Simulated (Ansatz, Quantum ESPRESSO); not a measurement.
# Work function of Mo(110), 5 layers, one monolayer of F on longbridge sites, part 3 of 6

Aim: the work function of each face of Mo(110), 5 layers, one monolayer of F on longbridge sites, and how it moves with functional, pseudopotentials and boundary condition.

Quantum ESPRESSO 7.5; plane-wave DFT, PBE, GBRV ultrasoft pseudopotentials; geometry and cross-check by Ansatz 0.2.0 with PAW datasets.

So far. Step 4 (Potential by pp.x): The vacuum is flat to 0.5 meV/Å, so its level is well defined. Inside the slab the curve depends on the local part of the pseudopotentials; only the vacuum level has a meaning of its own. Step 5 (Macroscopic average): Where the running mean is not flat inside, average.x's window, rounded to the grid, doesn't match the spacings there.

### Step 6. Density by pp.x

plot_num = 0 writes the valence density.

Contents of rho.in:

```
&inputpp
  prefix = 'scf'
  outdir = './out'
  filplot = 'rho.dat'
  plot_num = 0
/
```

Launch:

```
$ OMP_NUM_THREADS=1 mpirun -n 4 pp.x -in rho.in > rho.out
```

Output:

```text
[banner, memory and clock lines left out]
Program POST-PROC v.7.5 starts

          URL

     ./out/scf.save/

     IMPORTANT: XC functional enforced from input :
     Exchange-correlation= PBE
                           (   1   4   3   4   0   0   0)
     Any further DFT definition will be discarded
     Please, verify this is what you really want

     negative rho (up, down):  4.889E-03 0.000E+00

     Adding external electric field

     Computed dipole along edir(3) :
        Dipole               -0.1058 Ry au,         -0.2690 Debye
        Dipole field         -0.0010 Ry au,

        Potential amp.        0.1019 Ry
        Total length         50.6317 bohr

     Calling punch_plot, plot_num =   0
     Writing data to file  rho.dat
     Message from routine chdens:
     namelist plot not found or invalid, exiting
```

Elapsed: 0.92 s, on 4 MPI ranks of Arm Neoverse V1, shared host; peak memory 0.1 GiB.

This step gave:

| Property | Result |
| --- | --- |
| electrons by integration | 77.00 e |

The valence density, planar mean oscillates, so the rows of the table below give means over windows of 2.21 Å about each position, cut where the curve ends. Its maxima inside the range that stand out by 2 % of the span (Å: e/Å³): 8.4: 1.48, 10.6: 1.48, 12.8: 1.47, 15.0: 1.48, 17.2: 1.50, 18.7: 1.30. Its minima: 9.4: 0.323, 11.6: 0.322, 13.8: 0.316, 16.0: 0.343, 18.0: 0.442.

Mean over planes. The valence density, planar mean by z; means over each step:

| z (Å) | valence density, planar mean (e/Å³) |
| --- | --- |
| 3.31 | 4.4e-5 |
| 5.53 | 0.00725 |
| 7.73 | 0.769 |
| 9.95 | 0.895 |
| 12.16 | 0.895 |
| 14.37 | 0.887 |
| 16.57 | 0.911 |
| 18.79 | 0.598 |
| 21.00 | 0.00230 |
| 23.21 | 0 |

Valence density in the ca plane at fractional y = 0.500, with atoms of Mo and F within 0.2 Å of it. It is the smooth field of the valence electrons, not physical close to the nuclei.

Values in units of 1e0 e/Å³, 5 rows by 16 columns, each cell a mean:
```
0.8 0.4 0.3 0.3 0.5 0.7 0.3 0.3 0.3 0.2 0.0 0.0 0.0 0.0 0.0 0.0
3.8 1.8 0.3 0.3 2.0 3.6 0.4 0.3 2.6 1.7 0.0 0.0 0.0 0.0 0.0 0.0
3.9 2.5 0.3 0.3 2.8 3.7 0.5 0.3 5.2 3.5 0.0 0.0 0.0 0.0 0.0 0.0
2.6 1.1 0.3 0.3 1.2 2.5 0.3 0.3 1.1 0.7 0.0 0.0 0.0 0.0 0.0 0.0
0.4 0.3 0.3 0.3 0.3 0.4 0.3 0.3 0.2 0.1 0.0 0.0 0.0 0.0 0.0 0.0
```
Columns run along c (16.0 Å, from fractional 0.36 to 0.93 of the cell), rows up along a (2.7 Å). Atoms in or near the plane, at fractional coordinates: Mo at (0.38, 0.50), Mo at (0.54, 0.50), F at (0.67, 0.50).

The density integrates to 77.000 electrons, as the 77 of the input ask.

### Step 7. Projected density of states

Projections on atomic orbitals tell which layers and orbitals hold the states near the zero of energy.

Contents of pdos.in:

```
&projwfc
  prefix = 'scf'
  outdir = './out'
  filpdos = 'pdos'
  Emin = -2.182
  Emax = 9.818
  DeltaE = 0.1
  ngauss = 0
  degauss = 0.01
/
```

Launch:

```
$ OMP_NUM_THREADS=1 mpirun -n 4 projwfc.x -in pdos.in > pdos.out
```

Output:

```text
[banner, memory and clock lines left out]
Program PROJWFC v.7.5 starts

          URL

     ./out/scf.save/

     IMPORTANT: XC functional enforced from input :
     Exchange-correlation= PBE
                           (   1   4   3   4   0   0   0)
     Any further DFT definition will be discarded
     Please, verify this is what you really want

     negative rho (up, down):  4.889E-03 0.000E+00

     Adding external electric field

     Computed dipole along edir(3) :
        Dipole               -0.1058 Ry au,         -0.2690 Debye
        Dipole field         -0.0010 Ry au,

        Potential amp.        0.1019 Ry
        Total length         50.6317 bohr

     Gaussian broadening (read from input): ngauss,degauss=   0    0.010000

     Calling projwave ....
     one sub-group per band group will be used

     linear algebra parallelized on   4 procs

  Problem Sizes
  natomwfc =           69
  nx       =           35
  nbnd     =           47
  nkstot   =           52
  npwx     =         1481
  nkb      =           98

     Atomic states used for projection
     (read from pseudopotential files):

     state #   1: atom   1 (Mo ), wfc  1 (l=0 m= 1)
     state #   2: atom   1 (Mo ), wfc  2 (l=1 m= 1)
     state #   3: atom   1 (Mo ), wfc  2 (l=1 m= 2)
     state #   4: atom   1 (Mo ), wfc  2 (l=1 m= 3)
     state #   5: atom   1 (Mo ), wfc  3 (l=2 m= 1)
     state #   6: atom   1 (Mo ), wfc  3 (l=2 m= 2)
     state #   7: atom   1 (Mo ), wfc  3 (l=2 m= 3)
     state #   8: atom   1 (Mo ), wfc  3 (l=2 m= 4)
     state #   9: atom   1 (Mo ), wfc  3 (l=2 m= 5)
     state #  10: atom   1 (Mo ), wfc  4 (l=0 m= 1)
     state #  11: atom   1 (Mo ), wfc  5 (l=1 m= 1)
     state #  12: atom   1 (Mo ), wfc  5 (l=1 m= 2)
     state #  13: atom   1 (Mo ), wfc  5 (l=1 m= 3)
     state #  14: atom   2 (Mo ), wfc  1 (l=0 m= 1)
     state #  15: atom   2 (Mo ), wfc  2 (l=1 m= 1)
     state #  16: atom   2 (Mo ), wfc  2 (l=1 m= 2)
     state #  17: atom   2 (Mo ), wfc  2 (l=1 m= 3)
     state #  18: atom   2 (Mo ), wfc  3 (l=2 m= 1)
     state #  19: atom   2 (Mo ), wfc  3 (l=2 m= 2)
     state #  20: atom   2 (Mo ), wfc  3 (l=2 m= 3)
     state #  21: atom   2 (Mo ), wfc  3 (l=2 m= 4)
     state #  22: atom   2 (Mo ), wfc  3 (l=2 m= 5)
     state #  23: atom   2 (Mo ), wfc  4 (l=0 m= 1)
     state #  24: atom   2 (Mo ), wfc  5 (l=1 m= 1)
     state #  25: atom   2 (Mo ), wfc  5 (l=1 m= 2)
     state #  26: atom   2 (Mo ), wfc  5 (l=1 m= 3)
     state #  27: atom   3 (Mo ), wfc  1 (l=0 m= 1)
     state #  28: atom   3 (Mo ), wfc  2 (l=1 m= 1)
     state #  29: atom   3 (Mo ), wfc  2 (l=1 m= 2)
     state #  30: atom   3 (Mo ), wfc  2 (l=1 m= 3)
     state #  31: atom   3 (Mo ), wfc  3 (l=2 m= 1)
     state #  32: atom   3 (Mo ), wfc  3 (l=2 m= 2)
     state #  33: atom   3 (Mo ), wfc  3 (l=2 m= 3)
     state #  34: atom   3 (Mo ), wfc  3 (l=2 m= 4)
     state #  35: atom   3 (Mo ), wfc  3 (l=2 m= 5)
     state #  36: atom   3 (Mo ), wfc  4 (l=0 m= 1)
     state #  37: atom   3 (Mo ), wfc  5 (l=1 m= 1)
     state #  38: atom   3 (Mo ), wfc  5 (l=1 m= 2)
     state #  39: atom   3 (Mo ), wfc  5 (l=1 m= 3)
     state #  40: atom   4 (Mo ), wfc  1 (l=0 m= 1)
     state #  41: atom   4 (Mo ), wfc  2 (l=1 m= 1)
     state #  42: atom   4 (Mo ), wfc  2 (l=1 m= 2)
     state #  43: atom   4 (Mo ), wfc  2 (l=1 m= 3)
     state #  44: atom   4 (Mo ), wfc  3 (l=2 m= 1)
     state #  45: atom   4 (Mo ), wfc  3 (l=2 m= 2)
     state #  46: atom   4 (Mo ), wfc  3 (l=2 m= 3)
     state #  47: atom   4 (Mo ), wfc  3 (l=2 m= 4)
     state #  48: atom   4 (Mo ), wfc  3 (l=2 m= 5)
     state #  49: atom   4 (Mo ), wfc  4 (l=0 m= 1)
     state #  50: atom   4 (Mo ), wfc  5 (l=1 m= 1)
     state #  51: atom   4 (Mo ), wfc  5 (l=1 m= 2)
     state #  52: atom   4 (Mo ), wfc  5 (l=1 m= 3)
     state #  53: atom   5 (Mo ), wfc  1 (l=0 m= 1)
     state #  54: atom   5 (Mo ), wfc  2 (l=1 m= 1)
     state #  55: atom   5 (Mo ), wfc  2 (l=1 m= 2)
     state #  56: atom   5 (Mo ), wfc  2 (l=1 m= 3)
     state #  57: atom   5 (Mo ), wfc  3 (l=2 m= 1)
     state #  58: atom   5 (Mo ), wfc  3 (l=2 m= 2)
     state #  59: atom   5 (Mo ), wfc  3 (l=2 m= 3)
     state #  60: atom   5 (Mo ), wfc  3 (l=2 m= 4)
     state #  61: atom   5 (Mo ), wfc  3 (l=2 m= 5)
     state #  62: atom   5 (Mo ), wfc  4 (l=0 m= 1)
     state #  63: atom   5 (Mo ), wfc  5 (l=1 m= 1)
     state #  64: atom   5 (Mo ), wfc  5 (l=1 m= 2)
     state #  65: atom   5 (Mo ), wfc  5 (l=1 m= 3)
     state #  66: atom   6 (F  ), wfc  1 (l=0 m= 1)
     state #  67: atom   6 (F  ), wfc  2 (l=1 m= 1)
     state #  68: atom   6 (F  ), wfc  2 (l=1 m= 2)
     state #  69: atom   6 (F  ), wfc  2 (l=1 m= 3)

[... projections of each state ...]
Lowdin Charges:

     Atom #   1: total charge =  13.9733, s =  2.3054,
     Atom #   1: total charge =  13.9733, p =  6.7952, pz=  2.2091, px=  2.2858, py=  2.3003,
     Atom #   1: total charge =  13.9733, d =  4.8727, dz2=  0.9219, dxz=  0.8578, dyz=  1.0596, dx2-y2=  0.8913, dxy=  1.1422,
     Atom #   2: total charge =  13.9948, s =  2.2334,
     Atom #   2: total charge =  13.9948, p =  6.9330, pz=  2.3157, px=  2.3010, py=  2.3163,
     Atom #   2: total charge =  13.9948, d =  4.8284, dz2=  1.0264, dxz=  0.8008, dyz=  1.0772, dx2-y2=  0.8541, dxy=  1.0699,
     Atom #   3: total charge =  13.9898, s =  2.2278,
     Atom #   3: total charge =  13.9898, p =  6.9271, pz=  2.3106, px=  2.3076, py=  2.3089,
     Atom #   3: total charge =  13.9898, d =  4.8349, dz2=  1.0027, dxz=  0.7966, dyz=  1.1033, dx2-y2=  0.8714, dxy=  1.0609,
     Atom #   4: total charge =  14.0026, s =  2.2293,
     Atom #   4: total charge =  14.0026, p =  6.9351, pz=  2.3241, px=  2.3003, py=  2.3107,
     Atom #   4: total charge =  14.0026, d =  4.8382, dz2=  1.0081, dxz=  0.7686, dyz=  1.1269, dx2-y2=  0.8700, dxy=  1.0645,
     Atom #   5: total charge =  13.6763, s =  2.2067,
     Atom #   5: total charge =  13.6763, p =  6.7476, pz=  2.2381, px=  2.2452, py=  2.2642,
     Atom #   5: total charge =  13.6763, d =  4.7221, dz2=  1.0775, dxz=  0.7644, dyz=  0.8157, dx2-y2=  0.8792, dxy=  1.1853,
     Atom #   6: total charge =   7.2698, s =  1.8291,
     Atom #   6: total charge =   7.2698, p =  5.4406, pz=  1.8021, px=  1.8469, py=  1.7916,
     Atom #   6: total charge =   7.2698, d =  0.0000, dz2=  0.0000, dxz=  0.0000, dyz=  0.0000, dx2-y2=  0.0000, dxy=  0.0000,
     Spilling Parameter:   0.0012
```

Run time: 3 s. Hardware: 4 MPI ranks; peak memory 0.2 GiB.

This step gave:

- spilling of the projection: 0.0012

Projected DOS an atom over height of the atomic layer and energy from the Fermi level. Columns are the atomic layers from the bottom up.

Ten even steps from '_' (0.00 states/eV) to '@' (2.89 states/eV), each cell a mean:
```
========##__
++----::**__
==::::::++__
==......--__
==........__
==::::....__
**==++==--__
==--====--__
========--__
++**++++==__
::====++--__
--==--====..
--++==++::__
..======....
..--==--__::
________..--
________..==
________::@@
________::@@
________::**
__________..
____________
```
Columns: height of the atomic layer (Å) from 8.3 to 18.7 (not evenly spaced); rows upwards: energy from the Fermi level (eV) from -8.00 to 1.10.

The atomic orbitals miss 0.1 % of the occupied states; for empty states the projections can miss much more.

### Step 8. Ground state: open boundaries by the effective screening medium

Open boundaries by another road: assume_isolated = 'esm' with bc1, the slab centred on z = 0.

Contents of esm.in:

```
&control
  prefix = 'esm'
  outdir = './out'
  pseudo_dir = './pseudo'
  calculation = 'scf'
  tprnfor = .true.
/
&system
  ibrav = 0
  nat = 6
  ntyp = 2
  ecutwfc = 40
  ecutrho = 200
  occupations = 'smearing'
  smearing = 'mv'
  degauss = 0.02
  assume_isolated = 'esm'
  esm_bc = 'bc1'
/
&electrons
  conv_thr = 1e-07
  mixing_beta = 0.4
  electron_maxstep = 120
  mixing_mode = 'local-TF'
/
ATOMIC_SPECIES
  Mo  95.9500  mo_pbe_v1.uspp.F.UPF
  F   18.9984  f_pbe_v1.4.uspp.F.UPF
CELL_PARAMETERS angstrom
  2.22738636070000 -1.57500000000000 0.00000000000000
  2.22738636070000 1.57500000000000 0.00000000000000
  0.00000000000000 0.00000000000000 27.90954544300000
ATOMIC_POSITIONS crystal
  Mo  0.000000000000 0.000000000000 -0.186749029845
  Mo  0.500000000000 0.500000000000 -0.106941697845
  Mo  0.000000000000 0.000000000000 -0.027134365745
  Mo  0.500000000000 0.500000000000 0.053263341912
  Mo  -0.000000000000 -0.000000000000 0.131991864901
  F   0.500000000000 0.500000000000 0.186749029845
K_POINTS automatic
  10 10 1 0 0 0
```

Launch:

```
$ OMP_NUM_THREADS=1 mpirun -n 4 pw.x -nk 4 -in esm.in > esm.out
```

Output:

```text
[banner, memory and clock lines left out]
Program PWSCF v.7.5 starts
[citation notice left out]

[...]
Message from routine setup:
[...]
bravais-lattice index     =            0
     lattice parameter (alat)  =       5.1551  a.u.
     unit-cell volume          =    1321.4644 (a.u.)^3
     number of atoms/cell      =            6
     number of atomic types    =            2
     number of electrons       =        77.00
     number of Kohn-Sham states=           47
     kinetic-energy cutoff     =      40.0000  Ry
     charge density cutoff     =     200.0000  Ry
     scf convergence threshold =      1.0E-07
     mixing beta               =       0.4000
     number of iterations used =            8  local-TF  mixing
     Exchange-correlation=  SLA  PW   PBX  PBC
                           (   1   4   3   4   0   0   0)

     Effective Screening Medium Method
     Boundary Conditions: Vacuum-Slab-Vacuum
     total charge in unit cell        =   0.0000
     grid points for fit at edges     =        4

[...]
PseudoPot. # 1 for Mo read from file:
     ./pseudo/mo_pbe_v1.uspp.F.UPF
     Pseudo is Ultrasoft + core correction, Zval = 14.0
     Generated by new atomic code, or converted to UPF format
     Using radial grid of  889 points,  6 beta functions with:
                l(1) =   0
                l(2) =   0
                l(3) =   1
                l(4) =   1
                l(5) =   2
                l(6) =   2
     Q(r) pseudized with  6 coefficients,  rinner =    1.000   1.000   1.000
                                                       1.000   1.000

     PseudoPot. # 2 for F  read from file:
     ./pseudo/f_pbe_v1.4.uspp.F.UPF
     Pseudo is Ultrasoft, Zval =  7.0
     Generated by new atomic code, or converted to UPF format
     Using radial grid of  799 points,  4 beta functions with:
                l(1) =   0
                l(2) =   0
                l(3) =   1
                l(4) =   1
     Q(r) pseudized with  8 coefficients,  rinner =    0.950   0.950   0.950

     atomic species   valence    mass     pseudopotential
     Mo               14.00    95.95000     Mo( 1.00)
     F                 7.00    18.99840     F ( 1.00)

      4 Sym. Ops. (no inversion) found

[...]
number of k points=    31  Marzari-Vanderbilt smearing, width (Ry)=  0.0200
[...]
Dense  grid:    63255 G-vectors     FFT dimensions: (  24,  24, 240)

     Smooth grid:    45091 G-vectors     FFT dimensions: (  24,  24, 216)

     Initial potential from superposition of free atoms

     starting charge      76.9947, renormalised to      77.0000

     negative rho (up, down):  4.532E-03 0.000E+00
     Starting wfcs are   69 randomized atomic wfcs

     per-process dynamical memory:    87.7 Mb

     Self-consistent Calculation

     iteration #  1     ecut=    40.00 Ry     beta= 0.40
     Davidson diagonalization with overlap
     ethr =  1.00E-02,  avg # of iterations =  1.1

     negative rho (up, down):  2.936E-03 0.000E+00

     total energy              =    -745.05123371 Ry
     estimated scf accuracy    <       2.46081248 Ry

     iteration #  2     ecut=    40.00 Ry     beta= 0.40
[...]
negative rho (up, down):  1.623E-03 0.000E+00

[...]
total energy              =    -745.08630175 Ry
     estimated scf accuracy    <       0.70462400 Ry

     iteration #  3     ecut=    40.00 Ry     beta= 0.40
[...]
negative rho (up, down):  1.346E-03 0.000E+00

[...]
total energy              =    -745.17982048 Ry
     estimated scf accuracy    <       0.16483120 Ry

     iteration #  4     ecut=    40.00 Ry     beta= 0.40
[...]
negative rho (up, down):  1.508E-03 0.000E+00

[...]
total energy              =    -745.24690000 Ry
     estimated scf accuracy    <       0.19050511 Ry

     iteration #  5     ecut=    40.00 Ry     beta= 0.40
[...]
negative rho (up, down):  3.069E-04 0.000E+00

[...]
total energy              =    -745.17224814 Ry
     estimated scf accuracy    <       0.21788158 Ry

     iteration #  6     ecut=    40.00 Ry     beta= 0.40
[...]
negative rho (up, down):  3.444E-04 0.000E+00

[...]
total energy              =    -745.21441982 Ry
     estimated scf accuracy    <       0.14681122 Ry

[...]
iteration # 43     ecut=    40.00 Ry     beta= 0.40
[...]
c_bands:  1 eigenvalues not converged
[...]
negative rho (up, down):  4.882E-03 0.000E+00

[...]
total energy              =    -745.20868583 Ry
     estimated scf accuracy    <       0.00000378 Ry

     iteration # 44     ecut=    40.00 Ry     beta= 0.40
[...]
c_bands:  1 eigenvalues not converged
[...]
negative rho (up, down):  4.864E-03 0.000E+00

[...]
total energy              =    -745.20866688 Ry
     estimated scf accuracy    <       0.00000140 Ry

     iteration # 45     ecut=    40.00 Ry     beta= 0.40
[...]
c_bands:  1 eigenvalues not converged
[...]
negative rho (up, down):  4.883E-03 0.000E+00

[...]
total energy              =    -745.20864186 Ry
     estimated scf accuracy    <       0.00000013 Ry

     iteration # 46     ecut=    40.00 Ry     beta= 0.40
[...]
negative rho (up, down):  4.880E-03 0.000E+00

[...]
End of self-consistent calculation

          k = 0.0000 0.0000 0.0000 (  5567 PWs)   bands (ev):

   -67.3032 -66.7787 -66.7020 -66.5986 -66.4484 -41.6457 -41.2553 -40.9689
   -40.8650 -40.6065 -40.4638 -40.4500 -40.3145 -40.1613 -40.1472 -40.1182
   -40.1070 -40.0841 -39.9645 -39.8322 -29.8925 -12.8369 -12.2100 -11.2789
   -11.0126 -10.6997 -10.3238  -9.7903  -9.2741  -8.9137  -8.5751  -8.0028
    -7.4240  -7.0442  -7.0056  -6.9357  -6.8286  -6.4748  -5.9282  -5.5305
    -4.7575  -4.4738  -4.2565  -4.0780  -4.0761  -4.0595  -3.9695

          k = 0.0612 0.0866 0.0000 (  5618 PWs)   bands (ev):

   -67.2899 -66.7618 -66.6891 -66.5899 -66.4378 -41.6192 -41.2356 -41.0441
   -40.8615 -40.6579 -40.5173 -40.4824 -40.3278 -40.2288 -40.1722 -40.1585
   -40.1493 -40.1119 -40.0136 -39.8733 -29.8632 -12.6226 -11.9428 -11.2444
   -10.8922 -10.3999 -10.0313 -10.0093  -9.1791  -8.7728  -8.4744  -7.9271
    -7.4044  -7.3081  -7.2105  -7.0573  -6.6606  -6.5280  -6.1152  -5.4251
    -5.1084  -4.7748  -4.5303  -4.3044  -4.2040  -4.0372  -3.9703

[...]
the Fermi energy is    -5.4383 ev

!    total energy              =    -745.20860352 Ry
     estimated scf accuracy    <       0.00000005 Ry
     smearing contrib. (-TS)   =      -0.00177800 Ry
     internal energy E=F+TS    =    -745.20682551 Ry

     The total energy is F=E-TS. E is the sum of the following terms:
     one-electron contribution =   22478.53434053 Ry
     hartree contribution      =  -11262.96217762 Ry
     xc contribution           =    -105.96884949 Ry
     ewald contribution        =  -11854.81013894 Ry

     convergence has been achieved in  46 iterations

     negative rho (up, down):  4.880E-03 0.000E+00

     Forces acting on atoms (cartesian axes, Ry/au):

     atom    1 type  1   force =     0.00000000    0.00000000    0.01957022
     atom    2 type  1   force =     0.00000000    0.00000000   -0.02359538
     atom    3 type  1   force =     0.00000000    0.00000000    0.00413384
     atom    4 type  1   force =     0.00000000    0.00000000    0.00044186
     atom    5 type  1   force =     0.00000000    0.00000000   -0.00031018
     atom    6 type  2   force =     0.00000000    0.00000000   -0.00014513

     Total force =     0.030938     Total SCF correction =     0.001267

[...]
```

Run time: 4.1 min. Hardware: 4 MPI ranks; peak memory 0.56 GiB.

Read from the output:

- free energy: -10139.0796 eV
- Fermi energy: -5.438 eV
- vacuum line at the lower end of the cell, over the Fermi level: 4.710 eV
- vacuum line at the upper end of the cell, over the Fermi level: 6.167 eV

The potential energy, planar mean oscillates, so the rows of the table below give means over windows of 2.21 Å about each position, cut where the curve ends. Its maxima inside the range that stand out by 2 % of the span (Å: eV): -4.1: -2.15, -1.9: -2.24, 0.3: -2.11, 2.6: -2.57, 4.8: -4.41. Its minima: -5.2: -34.2, -3.0: -34.6, -0.8: -34.3, 1.5: -34.6, 3.7: -35.1, 5.1: -7.23.

Electrostatic potential energy of an electron; zero at the Fermi level. The potential energy, planar mean by z; means over each step:

| z (Å) | potential energy, planar mean (eV) |
| --- | --- |
| -12.84 | 4.71 |
| -10.63 | 4.71 |
| -8.42 | 4.62 |
| -6.21 | -8.11 |
| -4.00 | -16.0 |
| -1.79 | -16.1 |
| 0.42 | -15.8 |
| 2.63 | -16.8 |
| 4.84 | -9.51 |
| 7.05 | 6.01 |
| 9.26 | 6.17 |
| 11.47 | 6.17 |
| 13.68 | 6.17 |

The vacuum levels are read from the outermost 0.7 Å of the cell on either side.

The run needed 46 iterations to bring the estimated error under 1e-07 Ry; the largest force on any atom, held or free, is 0.61 eV/Å.

The upper level is 6.167 eV against 6.159 eV from the periodic run.

(Part 3 of 6 ends here.)

[Logs are printed without paths, hosts, clocks, repeated set-up lines and the standing remarks that a program may print on its own settings, such as how far it seeks lower states.]

[Hosts, paths, dates, database ids (printed as entryN), source tags and the programs' standing remarks are cut or masked in the printed files.]

[Maps of the electrostatic potential energy from Ansatz leave out the sawtooth potential of an applied field or a dipole correction, so their vacuum need not be flat; planar profiles and work functions include it.]
